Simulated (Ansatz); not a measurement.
# Sr2SiS4 (P2_1/m): a band-gap study from r2SCAN to G0W0 at the band limit, part 2 of 3

Aim: a best estimate of the quasiparticle gap of Sr2SiS4 (P2_1/m), with each correction and its cost laid out.

Ansatz 0.2.0; density functionals, hybrids, G0W0, plane waves, PAW. Known limits of the many-body steps: not at the basis limit; no spin-orbit coupling; coarse k mesh.

So far. Step 5 (HSE06): The gap stands +0.56 eV against r2SCAN. Step 6 (PBE0): The gap stands +1.29 eV against r2SCAN.

In doubt: masses and optical values from hybrid runs of this build are listed as unsure (step 11), which bears on the screening that GW takes from such a start.

### Step 7. Dielectric tensor

ε∞ sets how strongly the crystal screens. Perturbation theory gives it with local fields and without a sum over empty bands.

This step: dielectric response by perturbation theory, r2SCAN, plane waves, PAW.

The input, input.yaml:

```yaml
crystal:
  lattice:
    - [6.6087392105, 0.0, 0.0]
    - [0.0, 6.65954238, 0.0]
    - [-2.5827482587, 0.0, 7.848229828]
  atoms:
    - { symbol: Sr, position: [0.2836712, 0.75, 0.95180912] }
    - { symbol: Sr, position: [0.7163288, 0.25, 0.04819088] }
    - { symbol: Sr, position: [0.2248299, 0.75, 0.42926377] }
    - { symbol: Sr, position: [0.7751701, 0.25, 0.57073623] }
    - { symbol: Si, position: [0.72130103, 0.75, 0.7968462] }
    - { symbol: Si, position: [0.27869897, 0.25, 0.2031538] }
    - { symbol: S, position: [0.88645343, 0.75, 0.06157594] }
    - { symbol: S, position: [0.11354657, 0.25, 0.93842406] }
    - { symbol: S, position: [0.91690048, 0.75, 0.63566798] }
    - { symbol: S, position: [0.08309952, 0.25, 0.36433202] }
    - { symbol: S, position: [0.51038414, 0.50196672, 0.7372482] }
    - { symbol: S, position: [0.48961586, 0.00196672, 0.2627518] }
    - { symbol: S, position: [0.48961586, 0.49803328, 0.2627518] }
    - { symbol: S, position: [0.51038414, 0.99803328, 0.7372482] }
kpoints:
  mp_grid: { grid: [4, 4, 4] }
hamiltonian:
  xc: r2scan
scf:
  occupations: { method: fixed }
dielectric: {}
```

Run with:

```sh
> ansatz run input.yaml --threads 24 --pin off --max-ram 82944MiB --backend cuda --events-out ev --progress --plain --runs-dir out --devices 1 --max-vram 78GiB
```

Numbers of over 12 decimals in the logs are rounded to 6 here.

Log:

```text
GPUs: using 1 of 1 available (devices: 1).
[...]
Crystal: 14 atoms, lattice volume = 345.410 Å³
Basis set: ecut = 500 eV, 8735 PW (Γ), exchange–correlation on 200×200×256 points (64 copies of the dense FFT grid, shifted against one another)
Bands: 62, of which v1, the nominal top of the filled ones, is band 48 counted from 1 (47 counted from 0)
Symmetry: 4 space group operations
k-points: 36 of 64 (irreducible under 1 space group operation, time reversal used)
[...]
SCF iter   1: F=—  HF=-22770.372409 eV  |F-HF|=—  |Δ(HF+E_count)|=         —  Δρ=4.25e-3  dr2=6.24e-2  dr2_τ=1.32e-1  ethr=1.77e-3  ⟨swp⟩=6.8  Hψ=9125  notcnv=0  defer=400
[...]
SCF iter   2: F=—  HF=-22770.619500 eV  |F-HF|=—  |Δ(HF+E_count)|=   2.47e-1  Δρ=2.59e-3  dr2=1.70e-2  dr2_τ=7.10e-4  ethr=6.50e-5  ⟨swp⟩=3.2  Hψ=4559  notcnv=0  defer=432
[...]
SCF iter   9: F=-22770.616040 eV  HF=-22770.616040 eV  |F-HF|=1.46e-11  |Δ(HF+E_count)|=  8.22e-10  Δρ=1.27e-7  dr2=7.25e-11  dr2_τ=7.43e-12  ethr=1.00e-12  ⟨swp⟩=21.8  Hψ=15886  notcnv=0
SCF 1 converged in 9 iterations: F = -22770.616040 eV  dr2 = 7.25e-11
[...]
the response reads at least the filled bands of the reference SCF and the lowest empty band at each k-point, and that SCF's band table does not vouch for those bands. The notice of the band table in this run's record says why
[...]
k-point 0: bands = [... 44 lower, 4.7771, 4.9595, 5.0741, 5.2773, 9.1886, 9.4366, 9.5368, 9.7737, ... 10 higher]
  k-point 1: bands = [... 44 lower, 4.7677, 4.9717, 5.0120, 5.2172, 9.2704, 9.5256, 9.6089, 9.7997, ... 10 higher]
  k-point 2: bands = [... 44 lower, 4.6695, 4.8359, 5.0287, 5.1821, 9.3437, 9.5886, 9.6487, 9.7963, ... 10 higher]
  k-point 35: bands = [... 44 lower, 4.5787, 4.5787, 4.6865, 4.6865, 9.9831, 9.9831, 10.0818, 10.0818, ... 10 higher]
--- Dielectric response (ions clamped): 3 representative field directions + reference, inside a basis on a mesh of 64 k-points (Σ response iterations 12) ---
  ε∞ (high-frequency dielectric tensor):
        4.352397     0.000000    -0.025674
        0.000000     4.368400    -0.000000
       -0.025674    -0.000000     4.361695
  Born effective charges Z* (e; rows j = field, columns β = displacement):
    site 0:
         2.65463    0.00000   -0.23774
         0.00000    2.35082   -0.00000
        -0.02868   -0.00000    2.07661
    site 1:
         2.65463    0.00000   -0.23774
         0.00000    2.35082   -0.00000
[...]
site 2:
[...]
site 3:
[...]
site 4:
[...]
site 5:
[...]
site 6:
[...]
site 7:
[...]
site 8:
[...]
site 9:
[...]
site 10:
[...]
site 11:
[...]
site 12:
[...]
-0.02775   -0.03087   -1.64369
    site 13:
        -1.72942    0.09791   -0.05485
         0.10196   -2.09265    0.08700
        -0.02775    0.03087   -1.64369
  Z* charge neutrality: 8.851e-2 e pre-enforcement
  solved inside a basis spanned on kpoints, on 4×4×4 k-points, its susceptibility summed on 6×6×6: ε∞ is read to err by 2.2e-2, Z* by 3.7e-2 e (field_mesh: kpoints solves on kpoints); Z* is corrected for what the basis lacks
[key lines of the parts left out:]
SCF converged after 9 iterations
Free energy (F): -22770.616040 eV
Fermi energy:    5.277257 eV
```

Run time: 17 s. Hardware: 1 × NVIDIA GB200 (shared by 2 runs) with 24 threads of Arm Neoverse V2, shared host; peak memory 6.2 GiB.

Numbers from this step:

```
stated error of ε∞ : 0.022
```

One over ε∞ averages 0.23, near the quarter of exact exchange in PBE0.

High-frequency dielectric tensor:

```
 4.35  0.00 -0.03
 0.00  4.37  0.00
-0.03  0.00  4.36
```

### Step 8. G0W0, 2×2×2 mesh, 148 empty bands, screening to 33 eV

Now the one-shot GW correction: screening in the RPA, then the self-energy of the levels asked for.

This step: G0W0 on r2SCAN, plane waves, PAW.

Changes to input.yaml since step 7:

```diff
@@ -21,3 +21,3 @@
 kpoints:
-  mp_grid: { grid: [4, 4, 4] }
+  mp_grid: { grid: [2, 2, 2] }
 hamiltonian:
@@ -26,2 +26,7 @@
   occupations: { method: fixed }
-dielectric: {}
+gw:
+  n_empty_bands: 148
+  ecut_chi: 33
+  qp_bands: [v4, c4]
+  qp_kpoints: band_edges
+  screening: { model: contour_deformation }
```

Log:

```text
GPUs: using 1 of 1 available (devices: 1).
[...]
Crystal: 14 atoms, lattice volume = 345.410 Å³
Basis set: ecut = 500 eV, 8735 PW (Γ), exchange–correlation on 200×200×256 points (64 copies of the dense FFT grid, shifted against one another)
Bands: 62, of which v1, the nominal top of the filled ones, is band 48 counted from 1 (47 counted from 0)
Symmetry: 4 space group operations
[...]
k-points: 8
[...]
1    50      9.5909    -7.8245    -3.3748   -12.4711  0.8203    10.8805    10.8627  root
     1    51      9.6499    -6.3444    -3.3605   -10.7689  0.8250    10.7259    10.7139  root
[...]
7    49      9.9845    -6.7122    -3.3934   -11.2370  0.8217    11.1303    11.1157  root
     7    50      9.9845    -6.7122    -3.3934   -11.2370  0.8217    11.1303    11.1157  root
     7    51     10.0826    -6.2416    -3.4197   -10.7838  0.8220    11.2197    11.2051  root
     7    52     10.0826    -6.2416    -3.4197   -10.7838  0.8220    11.2197    11.2051  root
[key lines of the parts left out:]
SCF converged after 7 iterations
```

Elapsed: 4.1 s, on 1 × NVIDIA GB200 (shared by 2 runs) with 24 threads; peak memory 1.9 GiB; 16 s of CPU time.

Numbers from this step:

* bands summed: 196
* RPA ε∞ on this mesh (eigenvalues): 4.008, 4.062, 4.345
* plane waves in the screening matrix: 143
* G0W0 gap on the mesh: 4.494 eV
* k of the valence top: 0, 0, 0
* k of the conduction bottom: -0.5, 0, 0
* starting gap on the mesh: 3.399 eV
* least direct G0W0 gap on the computed points: 4.678 eV

The gap on the mesh goes from 3.40 eV to 4.49 eV, a correction of +1.09 eV. Between the two edge states, bare exchange in place of the xc potential would open the gap by 7.02 eV, and correlation takes back 5.93 eV.

### Step 9. G0W0, 2×2×2 mesh, 420 empty bands, screening to 66 eV

Another rung: the empty bands reach about as high as the screening cutoff, so the two stay in balance.

Changes to input.yaml since step 8:

```diff
@@ -27,4 +27,4 @@
 gw:
-  n_empty_bands: 148
-  ecut_chi: 33
+  n_empty_bands: 420
+  ecut_chi: 66
   qp_bands: [v4, c4]
```

Log:

```text
GPUs: using 1 of 1 available (devices: 1).
[...]
Crystal: 14 atoms, lattice volume = 345.410 Å³
Basis set: ecut = 500 eV, 8735 PW (Γ), exchange–correlation on 200×200×256 points (64 copies of the dense FFT grid, shifted against one another)
Bands: 62, of which v1, the nominal top of the filled ones, is band 48 counted from 1 (47 counted from 0)
Symmetry: 4 space group operations
[...]
k-points: 8
[...]
1    50      9.5909    -7.8245    -3.7501   -12.4711  0.8120    10.4958    10.4874  root
     1    51      9.6499    -6.3444    -3.7218   -10.7689  0.8186    10.3575    10.3525  root
[...]
7    49      9.9845    -6.7122    -3.7593   -11.2370  0.8149    10.7562    10.7499  root
     7    50      9.9845    -6.7122    -3.7593   -11.2370  0.8149    10.7562    10.7499  root
     7    51     10.0826    -6.2416    -3.7922   -10.7838  0.8157    10.8388    10.8326  root
     7    52     10.0826    -6.2416    -3.7922   -10.7838  0.8157    10.8388    10.8326  root
[key lines of the parts left out:]
SCF converged after 7 iterations
```

Wall time 5.5 s (1 × NVIDIA GB200 (shared by 2 runs) with 24 threads); peak memory 2.9 GiB; 23 s of CPU time.

Numbers from this step:

```yaml
bands_summed: 468
rpa_eps_infinity_on_this_mesh_eigenvalues: 3.978, 4.020, 4.312
plane_waves_in_the_screening_matrix: 431
g0w0_gap_on_the_mesh: 4.533 eV
k_of_the_valence_top: 0, 0, 0
k_of_the_conduction_bottom: -0.5, 0, 0
starting_gap_on_the_mesh: 3.399 eV
least_direct_g0w0_gap_on_the_computed_points: 4.727 eV
```

Against the run with 2×2×2 mesh, 148 empty bands, screening to 33 eV, the gap moves by +0.04 eV.

### Step 10. G0W0, 2×2×2 mesh, 904 empty bands, screening to 110 eV

Changes to input.yaml since step 9:

```diff
@@ -27,4 +27,4 @@
 gw:
-  n_empty_bands: 420
-  ecut_chi: 66
+  n_empty_bands: 904
+  ecut_chi: 110.0
   qp_bands: [v4, c4]
```

Log:

```text
GPUs: using 1 of 1 available (devices: 1).
[...]
Crystal: 14 atoms, lattice volume = 345.410 Å³
Basis set: ecut = 500 eV, 8735 PW (Γ), exchange–correlation on 200×200×256 points (64 copies of the dense FFT grid, shifted against one another)
Bands: 62, of which v1, the nominal top of the filled ones, is band 48 counted from 1 (47 counted from 0)
Symmetry: 4 space group operations
[...]
k-points: 8
[...]
SCF iter   1: F=—  HF=-22770.275643 eV  |F-HF|=—  |Δ(HF+E_count)|=         —  Δρ=4.35e-3  dr2=6.68e-2  dr2_τ=1.34e-1  ethr=1.77e-3  ⟨swp⟩=6.8  Hψ=2001  notcnv=0  defer=81
[...]
SCF iter   7: F=-22770.525308 eV  HF=-22770.525308 eV  |F-HF|=2.20e-9  |Δ(HF+E_count)|=   4.90e-8  Δρ=2.20e-6  dr2=3.19e-8  dr2_τ=1.85e-9  ethr=1.04e-10  ⟨swp⟩=20.2  Hψ=3353  notcnv=0
SCF 1 converged in 7 iterations: F = -22770.525308 eV  dr2 = 3.19e-8
[...]
SCF converged after 7 iterations
[...]
0    52      9.7756    -6.4634    -3.8625   -10.8665  0.8158    10.3191    10.3162  root
     1    45      4.6741   -17.4297     2.1022   -14.5125  0.7810     3.8511     3.8592  root
     1    46      4.8412   -17.5012     2.1090   -14.5852  0.7808     4.0263     4.0342  root
     1    47      5.0339   -18.2404     2.0743   -15.3842  0.7838     4.2452     4.2521  root
     1    48      5.1877   -18.3350     2.0630   -15.5056  0.7824     4.4147     4.4213  root
     1    49      9.3451    -7.0316    -3.8181   -11.4533  0.8149     9.9523     9.9488  root
     1    50      9.5909    -7.8245    -3.9446   -12.4711  0.8097    10.2979    10.2929  root
     1    51      9.6499    -6.3444    -3.8839   -10.7689  0.8170    10.1934    10.1905  root
     1    52      9.7979    -7.0311    -3.9824   -11.6404  0.8123    10.4288    10.4248  root
     2    45      4.4662   -17.8985     2.1406   -14.9546  0.7802     3.6550     3.6629  root
     2    46      4.4662   -17.8985     2.1406   -14.9546  0.7802     3.6550     3.6629  root
     2    47      4.9034   -17.7243     2.1217   -14.7998  0.7795     4.0928     4.1006  root
     2    48      4.9034   -17.7243     2.1217   -14.7998  0.7795     4.0928     4.1006  root
     2    49      9.5582    -7.0071    -3.8641   -11.4412  0.8125    10.1314    10.1282  root
     2    50      9.5582    -7.0071    -3.8641   -11.4412  0.8125    10.1314    10.1282  root
     2    51     10.0157    -5.8775    -3.9725   -10.3834  0.8183    10.5521    10.5491  root
     2    52     10.0157    -5.8775    -3.9725   -10.3834  0.8183    10.5521    10.5491  root
     3    45      4.7074   -17.7859     2.1218   -14.8691  0.7788     3.9046     3.9124  root
     3    46      4.7074   -17.7859     2.1218   -14.8691  0.7788     3.9046     3.9124  root
     3    47      4.8233   -17.5254     2.1040   -14.6230  0.7791     4.0172     4.0250  root
     3    48      4.8233   -17.5254     2.1040   -14.6230  0.7791     4.0172     4.0250  root
     3    49      9.6273    -7.3219    -3.9221   -11.9051  0.8114    10.2928    10.2883  root
     3    50      9.6273    -7.3219    -3.9221   -11.9051  0.8114    10.2928    10.2883  root
     3    51      9.9481    -6.4738    -3.9785   -11.0152  0.8148    10.5143    10.5110  root
[...]
7    45      4.5838   -17.5488     2.1322   -14.6046  0.7798     3.7636     3.7718  root
     7    46      4.5838   -17.5488     2.1322   -14.6046  0.7798     3.7636     3.7718  root
     7    47      4.6918   -17.4647     2.1584   -14.4822  0.7786     3.8592     3.8678  root
     7    48      4.6918   -17.4647     2.1584   -14.4822  0.7786     3.8592     3.8678  root
     7    49      9.9845    -6.7122    -3.9335   -11.2370  0.8129    10.5794    10.5757  root
     7    50      9.9845    -6.7122    -3.9335   -11.2370  0.8129    10.5794    10.5757  root
     7    51     10.0826    -6.2416    -3.9587   -10.7838  0.8140    10.6697    10.6661  root
     7    52     10.0826    -6.2416    -3.9587   -10.7838  0.8140    10.6697    10.6661  root
```

Run time: 11 s. Hardware: 1 × NVIDIA GB200 (shared by 2 runs) with 24 threads; peak memory 4.4 GiB; 45 s of CPU time.

This step gave:

```
bands summed                                 : 952
RPA ε∞ on this mesh (eigenvalues)            : 3.964, 4.009, 4.295
plane waves in the screening matrix          : 911
q-points in the mesh                         : 8
G0W0 gap on the mesh                         : 4.655 eV
k of the valence top                         : 0, 0, 0
k of the conduction bottom                   : -0.5, 0, 0
starting gap on the mesh                     : 3.399 eV
Z at the valence top                         : 0.7806
Z at the conduction bottom                   : 0.8229
least direct G0W0 gap on the computed points : 4.851 eV
```

Against the run with 2×2×2 mesh, 420 empty bands, screening to 66 eV, the gap moves by +0.12 eV.

Limits: finite bands, cutoff and mesh; no spin-orbit coupling; coarse k mesh. v1 is the top filled band, c1 the lowest empty one. The levels before and after the correction (eV, zero at the valence-band top of each column):

|  | conduction bottom | valence top |
| --- | --- | --- |
| Kohn-Sham | 3.40 | 0.00 |
| G0W0 | 4.66 | 0.00 |

|  | level | occupation | energy (eV) |
| --- | --- | --- | --- |
| Kohn-Sham | Γ v3 | 2 | -0.318 |
| Kohn-Sham | Γ v2 | 2 | -0.203 |
| Kohn-Sham | Γ v1 | 2 | 0.000 |
| Kohn-Sham | Γ c1 | 0 | 3.908 |
| Kohn-Sham | Γ c2 | 0 | 4.156 |
| Kohn-Sham | Γ c3 | 0 | 4.256 |
| Kohn-Sham | (-0.5 0 0) v3 | 2 | -0.428 |
| Kohn-Sham | (-0.5 0 0) v2 | 2 | -0.223 |
| Kohn-Sham | (-0.5 0 0) v1 | 2 | -0.168 |
| Kohn-Sham | (-0.5 0 0) c1 | 0 | 3.400 |
| Kohn-Sham | (-0.5 0 0) c2 | 0 | 3.872 |
| Kohn-Sham | (-0.5 0 0) c3 | 0 | 4.075 |
| G0W0 | Γ v3 | 2 | -0.347 |
| G0W0 | Γ v2 | 2 | -0.239 |
| G0W0 | Γ v1 | 2 | 0.000 |
| G0W0 | Γ c1 | 0 | 5.124 |
| G0W0 | Γ c2 | 0 | 5.407 |
| G0W0 | Γ c3 | 0 | 5.622 |
| G0W0 | (-0.5 0 0) v3 | 2 | -0.469 |
| G0W0 | (-0.5 0 0) v2 | 2 | -0.250 |
| G0W0 | (-0.5 0 0) v1 | 2 | -0.196 |
| G0W0 | (-0.5 0 0) c1 | 0 | 4.655 |
| G0W0 | (-0.5 0 0) c2 | 0 | 5.152 |
| G0W0 | (-0.5 0 0) c3 | 0 | 5.366 |

The parts of the quasiparticle energy at the two band edges (eV; QP = start + Σx + Σc − Vxc):

| run | edge | start | Σx | Σc | Vxc | Z | QP |
| --- | --- | --- | --- | --- | --- | --- | --- |
| 196 bands | valence top | 5.28 | -18.13 | 2.66 | -15.34 | 0.79 | 5.15 |
| 196 bands | conduction bottom | 8.68 | -5.77 | -3.27 | -9.99 | 0.83 | 9.64 |
| 468 bands | valence top | 5.28 | -18.13 | 2.30 | -15.34 | 0.78 | 4.79 |
| 468 bands | conduction bottom | 8.68 | -5.77 | -3.59 | -9.99 | 0.82 | 9.32 |
| 952 bands | valence top | 5.28 | -18.13 | 2.04 | -15.34 | 0.78 | 4.53 |
| 952 bands | conduction bottom | 8.68 | -5.77 | -3.73 | -9.99 | 0.82 | 9.18 |

### Step 11. G0W0@HSE06, 2×2×2 mesh, 420 empty bands, screening to 66 eV

The same correction from a different start measures what one shot leaves open. Bands and cutoff differ from the step before, so it is read against an earlier run that matches them.

This step: G0W0 on HSE06, plane waves, PAW.

Changes to input.yaml since step 10:

```diff
@@ -23,3 +23,3 @@
 hamiltonian:
-  xc: r2scan
+  xc: hse06
 scf:
@@ -27,4 +27,4 @@
 gw:
-  n_empty_bands: 904
-  ecut_chi: 110.0
+  n_empty_bands: 420
+  ecut_chi: 66
   qp_bands: [v4, c4]
```

Log:

```text
GPUs: using 1 of 1 available (devices: 1).
[...]
Crystal: 14 atoms, lattice volume = 345.410 Å³
Basis set: ecut = 420 eV, 6751 PW (Γ)
Bands: 62, of which v1, the nominal top of the filled ones, is band 48 counted from 1 (47 counted from 0)
Symmetry: 4 space group operations
[...]
k-points: 8
[...]
1    49      9.5336    -6.7062    -3.5639   -10.8902  0.8298    10.1569    10.1537  root
     1    50      9.7944    -6.4371    -3.6669   -10.7203  0.8292    10.4140    10.4107  root
     1    51      9.8286    -7.3556    -3.6256   -11.6793  0.8259    10.5309    10.5267  root
[...]
7    49     10.1882    -6.3881    -3.6666   -10.6579  0.8277    10.7947    10.7914  root
     7    50     10.1882    -6.3881    -3.6666   -10.6579  0.8277    10.7947    10.7914  root
     7    51     10.2957    -6.0435    -3.6916   -10.3237  0.8277    10.8876    10.8844  root
     7    52     10.2957    -6.0435    -3.6916   -10.3237  0.8277    10.8876    10.8844  root
```

The job ended after 24 s (1 × NVIDIA GB200 (shared by 2 runs) with 24 threads; peak memory 2.2 GiB; 77 s of CPU time).

Numbers from this step:

| Item | Value |
| --- | --- |
| bands summed | 468 |
| RPA ε∞ on this mesh (eigenvalues) | 3.722, 3.746, 3.990 |
| plane waves in the screening matrix | 431 |
| G0W0 gap on the mesh | 4.705 eV |
| k of the valence top | 0, 0, 0 |
| k of the conduction bottom | -0.5, 0, 0 |
| starting gap on the mesh | 3.967 eV |
| least direct G0W0 gap on the computed points | 4.915 eV |

Against the run with 2×2×2 mesh, 420 empty bands, screening to 66 eV on r2SCAN, the gap moves by +0.17 eV, while the start moved by +0.57 eV.

### Step 12. G0W0@r2SCAN, 2×2×2 mesh, 420 empty bands, screening to 66 eV, plasmon pole

A plasmon pole stands in for the full frequency dependence of the screening; this run shows what that costs in accuracy.

This step: G0W0 on r2SCAN, plane waves, PAW.

Changes to input.yaml since step 11:

```diff
@@ -23,3 +23,3 @@
 hamiltonian:
-  xc: hse06
+  xc: r2scan
 scf:
@@ -31,2 +31,2 @@
   qp_kpoints: band_edges
-  screening: { model: contour_deformation }
+  screening: { model: godby_needs }
```

Log:

```text
GPUs: using 1 of 1 available (devices: 1).
[...]
Crystal: 14 atoms, lattice volume = 345.410 Å³
Basis set: ecut = 500 eV, 8735 PW (Γ), exchange–correlation on 200×200×256 points (64 copies of the dense FFT grid, shifted against one another)
Bands: 62, of which v1, the nominal top of the filled ones, is band 48 counted from 1 (47 counted from 0)
Symmetry: 4 space group operations
[...]
k-points: 8
[...]
1    50      9.5909    -7.8245    -3.7361   -12.4711  0.8232    10.5067    10.5014  root
     1    51      9.6499    -6.3444    -3.7012   -10.7689  0.8280    10.3769    10.3732  root
[...]
7    49      9.9845    -6.7122    -3.7425   -11.2370  0.8260    10.7705    10.7667  root
     7    50      9.9845    -6.7122    -3.7425   -11.2370  0.8260    10.7705    10.7667  root
     7    51     10.0826    -6.2416    -3.7726   -10.7838  0.8265    10.8560    10.8521  root
     7    52     10.0826    -6.2416    -3.7726   -10.7838  0.8265    10.8560    10.8521  root
[key lines of the parts left out:]
SCF converged after 7 iterations
```

Run time: 6.3 s. Hardware: 1 × NVIDIA GB200 (shared by 2 runs) with 24 threads; peak memory 2.8 GiB.

Numbers from this step:

* bands summed: 468
* plasmon-pole fit frequency: 19.58 eV
* RPA ε∞ on this mesh (eigenvalues): 3.978, 4.020, 4.312
* plane waves in the screening matrix: 431
* G0W0 gap on the mesh: 4.546 eV
* k of the valence top: 0, 0, 0
* k of the conduction bottom: -0.5, 0, 0
* starting gap on the mesh: 3.399 eV
* least direct G0W0 gap on the computed points: 4.728 eV

Against the run with 2×2×2 mesh, 420 empty bands, screening to 66 eV, the gap moves by +0.013 eV.

[end of part 2 of 3]

[Paths, hosts, dates, memory and timing lines, banners, echoed tables and standing remarks are left out of the program output.]

[Logs are printed without paths, hosts, clocks, repeated set-up lines and the standing remarks that a program may print on its own settings, such as how far it seeks lower states.]

[Runs of the session that timed out or met a known fault of the program may be left out.]

[Cells called generated may have been cut or substituted from an entry of the Crystallography Open Database or the Materials Project.]

[Hosts, paths, dates, database ids (printed as entryN), source tags and the programs' standing remarks are cut or masked in the printed files.]
